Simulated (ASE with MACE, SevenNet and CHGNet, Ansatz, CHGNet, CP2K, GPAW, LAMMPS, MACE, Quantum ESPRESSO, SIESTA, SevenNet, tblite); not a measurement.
## Machine-learned potentials on glassy 72SiO2-17Al2O3-6BaO-6ZnO (mol %) (116 atoms): settings against a plane-wave reference

How do the settings of machine-learned potentials change the result for glassy 72SiO2-17Al2O3-6BaO-6ZnO (mol %) (116 atoms)? A plane-wave run serves as the yardstick.

Main program and level: ASE with MACE, SevenNet and CHGNet; the method is named at each step.

### Step 1. Starting point

The cell holds 116 atoms: 26 Si, 12 Al, 2 Ba, 2 Zn and 74 O. Cell: a = 12.202 Å, b = 12.202 Å, c = 12.202 Å, α = 90.0°, β = 90.0°, γ = 90.0°. 116 atoms (26 Si, 12 Al, 2 Ba, 2 Zn, 74 O) placed at random at 2.42 g/cm³, melted at 4000 K for 10 ps at fixed volume with the Morse and Coulomb pair potential with partial charges (Pedone, Malavasi, Menziani, Cormack and Segre, J. Phys. Chem. B 110, 11780 (2006)). Quenched from 4000 K to 300 K at 50 K/ps and fixed volume, held 5 ps.

The yardstick, on the same geometry:

| Quantity | Value |
| --- | --- |
| method | Kohn-Sham DFT, PBE, PAW, plane waves (Ansatz 0.2.0); cutoff 420 eV, Γ point, fermi-dirac smearing of 0.05 eV; PAW set soft_2 |
| r.m.s. force component | 1.26 eV/Å |
| longest force | 5.087 eV/Å |
| pressure | 1.836 GPa |
| gap (highest filled to lowest empty level) | 2.493 eV |
| SCF cycles | 9 |
| time | 19 s on 8 threads of Arm Neoverse V1, shared host |
| CPU time | 2.4 min |

### Step 2. MACE MP-0b2 small potential

Method: machine-learned interatomic potential MACE MP-0b2 small, trained on PBE(+U) plane-wave data.

File run.py:

```python
import numpy as np
from ase.io import read
import mlip  # loads the published weights by name

atoms = read("structure.xyz")
atoms.calc = mlip.calc("mace-mp-0b2-small")
energy = atoms.get_potential_energy()
forces = atoms.get_forces()
print(f"energy {energy:.6f} eV")
print("forces (eV/A)")
for i, (a, f) in enumerate(zip(atoms, forces)):
    print(f"{i:4d} {a.symbol:2s} {f[0]:10.5f} {f[1]:10.5f} {f[2]:10.5f}")
stress = -atoms.get_stress(voigt=False) * 160.21766
print("stress (GPa, compression positive)")
for row in stress:
    print(" ".join(f"{x:10.4f}" for x in row))
```

File structure.xyz:

```xyz
116
Lattice="12.20210 0.00000 0.00000 0.00000 12.20210 0.00000 0.00000 0.00000 12.20210" Properties=species:S:1:pos:R:3 pbc="T T T"
Si 1.98589 7.85120 6.90968
Si 9.02931 5.94181 10.14531
Si 9.84160 11.53172 11.33099
Si 2.70594 3.68113 9.47249
Si 5.22238 7.48416 7.22791
Si 5.77843 8.74402 0.19780
Si 6.96899 0.60986 6.86161
Si 6.84111 10.05648 8.30048
Si 8.63518 3.28859 1.95758
Si 1.16310 1.03266 2.83479
Si 2.41138 0.93846 5.68142
Si 5.97708 5.26667 9.48921
Si 1.23168 4.08917 3.59401
Si 2.30778 10.89464 7.82191
Si 1.07452 8.94023 11.98124
Si 8.38748 8.91595 10.43182
Si 9.14901 2.21468 11.29866
Si 12.01834 6.45625 4.99713
Si 5.38601 3.31531 1.75588
Si 6.08177 11.30891 1.61751
Si 11.28011 8.22190 2.26910
Si 10.69538 11.38456 2.23933
Si 4.44388 5.81955 12.13426
Si 2.11536 6.90761 9.87150
Si 10.08821 5.01946 7.11602
Si 1.42655 4.83545 0.57862
Al 2.21029 1.54906 11.95379
Al 7.04232 2.28509 9.23919
Al 4.65449 2.84358 7.13945
Al 0.14691 2.54633 10.84083
Al 0.34776 11.62201 10.24012
Al 3.58656 10.96371 0.23343
Al 4.12358 3.38779 4.66169
Al 6.92835 12.02480 10.84108
Al 10.35714 5.68276 0.77081
Al 8.09707 0.60364 3.72420
Al 4.71892 1.49439 11.36857
Al 4.23193 9.34534 9.84941
Ba 10.66049 1.81299 5.28082
Ba 8.06046 6.09629 3.70480
Zn 6.68577 5.03556 6.51739
Zn 0.16082 2.59258 7.74296
O 5.04069 2.23372 0.66050
O 12.06251 0.00439 2.63883
O 1.18446 11.53843 8.76367
O 8.99209 2.47483 0.64940
O 10.85377 6.16499 6.09861
O 3.48260 0.30945 11.66570
O 10.83132 9.78291 2.54475
O 1.18031 7.77201 10.97030
O 9.51861 4.55968 1.93257
O 9.80878 5.62773 8.65690
O 10.82766 11.80077 10.18094
O 10.64340 2.41589 10.88159
O 3.53666 10.46550 8.84664
O 6.40439 11.80858 0.15692
[... 56 atom lines left out ...]
O 7.88085 1.11930 8.22885
O 7.63339 0.86098 5.39211
O 9.19611 7.56018 10.31993
O 2.09193 1.25669 1.56333
```

Launch:

```sh
$ OMP_NUM_THREADS=1 python run.py > output.txt
```

The program printed:

```text
energy -864.701688 eV
forces (eV/A)
   0 Si    1.73650   -0.32089    2.64368
   1 Si    1.03806    1.29289   -3.49492
   2 Si   -0.21295    0.79624    1.43460
   3 Si   -3.29254   -0.28616    1.40244
   4 Si   -1.85172    1.15229    2.30891
   5 Si   -0.84894   -0.91103   -4.32154
   6 Si    1.25944   -0.56070    2.57158
   7 Si   -1.38595    1.87281   -0.24832
   8 Si   -1.58984   -3.47148    0.31014
   9 Si    0.10984    0.47529   -0.24662
  10 Si   -1.71019    0.41673    0.89692
  11 Si    2.01450    0.94264   -0.25094
  12 Si    3.04783   -0.56637   -1.68808
  13 Si    0.49076   -1.82464    1.45254
  14 Si   -2.04006    3.38124    1.67712
  15 Si   -3.03351   -1.16899   -1.15714
  16 Si    1.11421   -1.57034    1.14507
  17 Si    0.29242    1.38268   -0.67815
  18 Si    1.25522    2.38800   -0.45631
  19 Si   -0.14395   -2.72202   -0.71238
  20 Si    1.27047    0.83294   -1.13971
  21 Si    0.41698   -0.26909   -0.28568
  22 Si   -1.74411    0.06488    3.04476
  23 Si   -0.27541    0.52233   -0.62083
[...]
108 O    -0.63403    0.53337   -0.80757
 109 O    -0.14307   -0.35733    0.24214
 110 O     0.41883    1.31991   -1.10304
 111 O    -0.04340    0.22557    0.06713
 112 O     0.38258    0.02817   -1.57159
 113 O     0.42298   -0.10968    0.31210
 114 O     0.85546    0.71697    0.18901
 115 O    -0.10592   -0.44026   -1.11240
stress (GPa, compression positive)
    3.0090    -1.7922     0.5715
   -1.7922     0.2325     0.1035
    0.5715     0.1035     2.7343
```

Run time: 9.2 s. Hardware: 1 thread of Arm Neoverse V1, shared host; peak memory 0.68 GiB.

Banners, paths, timers and routine set-up lines are dropped from the logs unmarked, and long logs keep their key lines alone; longer cuts are marked.

Numbers from this run, and their distance from the reference:

```yaml
r_m_s_force_component: 1.244 eV/Å
r_m_s_difference_of_force_components: 112.4 meV/Å
longest_difference_of_force_vectors: 592.5 meV/Å
force_difference_over_r_m_s_force: 8.916 %
slope_of_forces_against_the_reference_s: 0.9834
correlation_of_force_components: 0.9961
pressure: 1.992 GPa
pressure_difference: 0.1562 GPa
```

Length of the force difference by element (eV/Å):

```
element  atoms  mean  most
     Al     12  0.24  0.59
     Ba      2  0.20  0.21
      O     74  0.13  0.39
     Si     26  0.22  0.47
     Zn      2  0.28  0.41
```

A closer look about Si2, picked at random: 9 atoms, nearest first, numbered in the order of the input, with positions taken from that point.

```
atom      x      y      z  distance (Å)  bonds     Fx     Fy  Fz (eV/Å)
 Si2   0.00   0.00   0.00          0.00      4   1.04   1.29      -3.49
 O74   0.59  -0.52   1.32          1.54      2   0.69  -1.56       1.64
O104  -1.52  -0.31  -0.24          1.57      2  -1.95   0.05      -0.05
O115   0.17   1.62   0.17          1.64      2   0.86   0.72       0.19
 O52   0.78  -0.31  -1.49          1.71      2   0.22  -0.41      -0.01
Si16  -0.64   2.97   0.29          3.06      4  -3.03  -1.17      -1.16
 O90  -0.87  -2.98   0.28          3.12      2  -2.64   1.59      -2.57
Al35   1.33  -0.26   2.83          3.13      4   1.65  -0.08       0.26
Si12  -3.05  -0.68  -0.66          3.19      4   2.01   0.94      -0.25
```

Atoms are counted from 1 here, from 0 in the log.

Forces lie 8.9 % from the reference's, at 0.061 times its CPU time (on 1 against 8 cores).

### Step 3. SevenNet 0 potential

Method: machine-learned interatomic potential SevenNet 0, trained on PBE(+U) plane-wave data.

Changes to run.py since step 2:

```diff
@@ -5,3 +5,3 @@
 atoms = read("structure.xyz")
-atoms.calc = mlip.calc("mace-mp-0b2-small")
+atoms.calc = mlip.calc("7net-0")
 energy = atoms.get_potential_energy()
```

structure.xyz is that of step 2.

The program printed:

```text
energy -864.977051 eV
forces (eV/A)
   0 Si    1.69483   -0.31669    2.91522
   1 Si    1.05126    1.41143   -3.39472
   2 Si   -0.25489    0.61611    1.44501
   3 Si   -3.01806   -0.19058    1.39934
   4 Si   -2.05622    1.22392    2.35281
   5 Si   -0.68916   -0.89062   -4.24554
   6 Si    1.28451   -0.59290    2.56058
   7 Si   -1.26986    1.90580   -0.25019
   8 Si   -1.78485   -3.42524    0.25311
   9 Si    0.18607    0.58288   -0.40162
  10 Si   -1.53071    0.45173    0.82248
  11 Si    1.94727    0.83507   -0.13434
  12 Si    3.25869   -0.54221   -1.84771
  13 Si    0.48102   -1.78470    1.40889
  14 Si   -1.99148    3.41445    1.61125
  15 Si   -3.08514   -1.21153   -1.07356
  16 Si    1.11072   -1.55413    1.15195
  17 Si    0.51297    1.34540   -0.66651
  18 Si    1.22087    2.35400   -0.60694
  19 Si   -0.14352   -2.46996   -0.52112
  20 Si    1.45231    0.83610   -1.35680
  21 Si    0.29096   -0.13980   -0.31685
  22 Si   -1.80907    0.14454    3.12888
  23 Si   -0.19022    0.62732   -0.65813
[...]
108 O    -0.64166    0.56475   -0.82540
 109 O    -0.05574   -0.36346    0.27253
 110 O     0.77300    1.51263   -1.06522
 111 O    -0.10826    0.27274    0.11880
 112 O     0.40765    0.01357   -1.59026
 113 O     0.41758   -0.12768    0.40743
 114 O     0.88741    0.63135    0.11037
 115 O    -0.13234   -0.44461   -1.08464
stress (GPa, compression positive)
    2.8696    -1.8606     0.5602
   -1.8606    -0.0223     0.0574
    0.5602     0.0574     2.4886
```

Elapsed: 11 s, on 1 thread; peak memory 1 GiB.

Against the reference:

```yaml
r_m_s_force_component: 1.25 eV/Å
r_m_s_difference_of_force_components: 95.72 meV/Å
longest_difference_of_force_vectors: 562.5 meV/Å
force_difference_over_r_m_s_force: 7.595 %
slope_of_forces_against_the_reference_s: 0.9891
correlation_of_force_components: 0.9971
pressure: 1.779 GPa
pressure_difference: -0.0571 GPa
```

Against the first run (8.9 %), the force difference from the reference is 7.6 %, at 1.2 times the CPU time.

### Step 4. CHGNet 0.3.0 potential

Method: machine-learned interatomic potential CHGNet 0.3.0, trained on PBE(+U) plane-wave data.

Changes to run.py since step 3:

```diff
@@ -5,3 +5,3 @@
 atoms = read("structure.xyz")
-atoms.calc = mlip.calc("7net-0")
+atoms.calc = mlip.calc("chgnet-0.3.0")
 energy = atoms.get_potential_energy()
```

structure.xyz is that of step 3.

The program printed:

```text
CHGNet v0.3.0 initialized with 412,525 parameters
CHGNet will run on cpu
energy -916.461792 eV
forces (eV/A)
   0 Si    1.90282   -0.37606    2.93463
   1 Si    1.07638    1.35896   -3.75211
   2 Si   -0.26465    0.82889    1.51647
   3 Si   -3.03809   -0.20226    1.28847
   4 Si   -2.27785    1.34942    2.80617
   5 Si   -0.69725   -0.99479   -4.31495
   6 Si    1.15511   -0.55937    2.71161
   7 Si   -1.50762    1.55977   -0.28253
   8 Si   -1.66700   -3.27410    0.35053
   9 Si    0.14953    0.59836   -0.24043
  10 Si   -1.48748    0.47286    0.85748
  11 Si    1.87940    0.86994   -0.42183
  12 Si    3.15137   -0.56450   -1.90689
  13 Si    0.57107   -1.80792    1.38785
  14 Si   -2.06288    3.32129    1.66588
  15 Si   -3.21300   -1.32001   -1.25338
  16 Si    1.09996   -1.47902    1.16992
  17 Si    0.29974    1.32126   -0.67230
  18 Si    1.28506    2.48870   -0.51322
  19 Si   -0.13863   -2.58926   -0.77446
  20 Si    1.35469    0.87360   -1.26024
  21 Si    0.53787   -0.29209   -0.31711
  22 Si   -1.91515   -0.05713    2.96097
  23 Si   -0.16038    0.49054   -0.78568
[...]
108 O    -0.67439    0.59965   -0.85061
 109 O    -0.13004   -0.38222    0.09799
 110 O     0.57454    1.26047   -1.04499
 111 O    -0.14303    0.27902    0.04674
 112 O     0.52921   -0.09403   -1.40972
 113 O     0.28544   -0.07656    0.21206
 114 O     0.86846    0.69471    0.23182
 115 O    -0.12042   -0.56479   -1.02562
stress (GPa, compression positive)
    2.8133    -1.7875     0.4221
   -1.7875     0.2351     0.1525
    0.4221     0.1525     2.3869
```

Run time: 4.8 s. Hardware: 1 thread; peak memory 1.4 GiB.

Compared with the plane-wave run:

- r.m.s. force component: 1.266 eV/Å
- r.m.s. difference of force components: 147.5 meV/Å
- longest difference of force vectors: 688.9 meV/Å
- force difference over r.m.s. force: 11.7 %
- slope of forces against the reference's: 0.998
- correlation of force components: 0.9932
- pressure: 1.812 GPa
- pressure difference: -0.0239 GPa

Against the first run (8.9 %), the force difference from the reference is 12 %, at 0.54 times the CPU time.

### Step 5. The ladder

Differences are against the plane-wave reference, forces as r.m.s. over components; share is that over the reference's r.m.s. force, slope the least-squares factor from reference forces to these. Total energies of different programs have different zeros and aren't compared.

```
                        run  Δ force, r.m.s. (meV/Å)  share (%)  slope  Δ pressure (GPa)  cores  CPU time  memory (GiB)
                  reference                        -          -      -                 -      8   2.4 min           2.7
MACE MP-0b2 small potential                      112       8.92  0.983             0.156      1     8.7 s          0.68
       SevenNet 0 potential                     95.7       7.59  0.989           -0.0571      1      10 s           1.0
     CHGNet 0.3.0 potential                      148       11.7  0.998           -0.0239      1     4.7 s           1.4
```

Times of the machine-learned potentials are mostly Python's start and the loading of weights.

CPU time is summed over cores on a shared host, where runs went side by side, so it is rough. Symmetry, cutoffs, thresholds, outputs and thread counts weren't matched or tuned between programs; memory under MPI is the largest rank's times the ranks.

### Step 6. What came out

* nearest in forces: SevenNet 0 potential, 7.6 %
* its CPU time: 10 s

**Reading.** Machine-learned potentials differ by 7.6 % (SevenNet 0 potential) to 12 % (CHGNet 0.3.0 potential); they were trained on other programs' data. Machine-learned potentials mimic data converged in k, so the reference's own k-point error enters their differences. The quench rate of 50 K/ps is many orders above laboratory rates, so the cell is likely richer in defects and strain than a real sample. The network of bonds at the start is that of the classical potential that made the cell, and needn't be the one that DFT or experiment would give. The reference's stress is far from hydrostatic: its diagonal is 3.0, 0.0, 2.5 GPa, compression counted positive. The electronic-structure runs sample only Γ, in a cell whose shortest periodic width is 12 Å. Spin–orbit coupling is left out, which matters for the levels of the heavy elements.

[Also dropped from logs without a mark: logging warnings of Python, and SIESTA's first energy breakdown and zero terms.]

[Logs are printed without paths, hosts, clocks, repeated set-up lines and the standing remarks that a program may print on its own settings, such as how far it seeks lower states.]

[Hosts, paths, dates, database ids (printed as entryN), source tags and the programs' standing remarks are cut or masked in the printed files.]
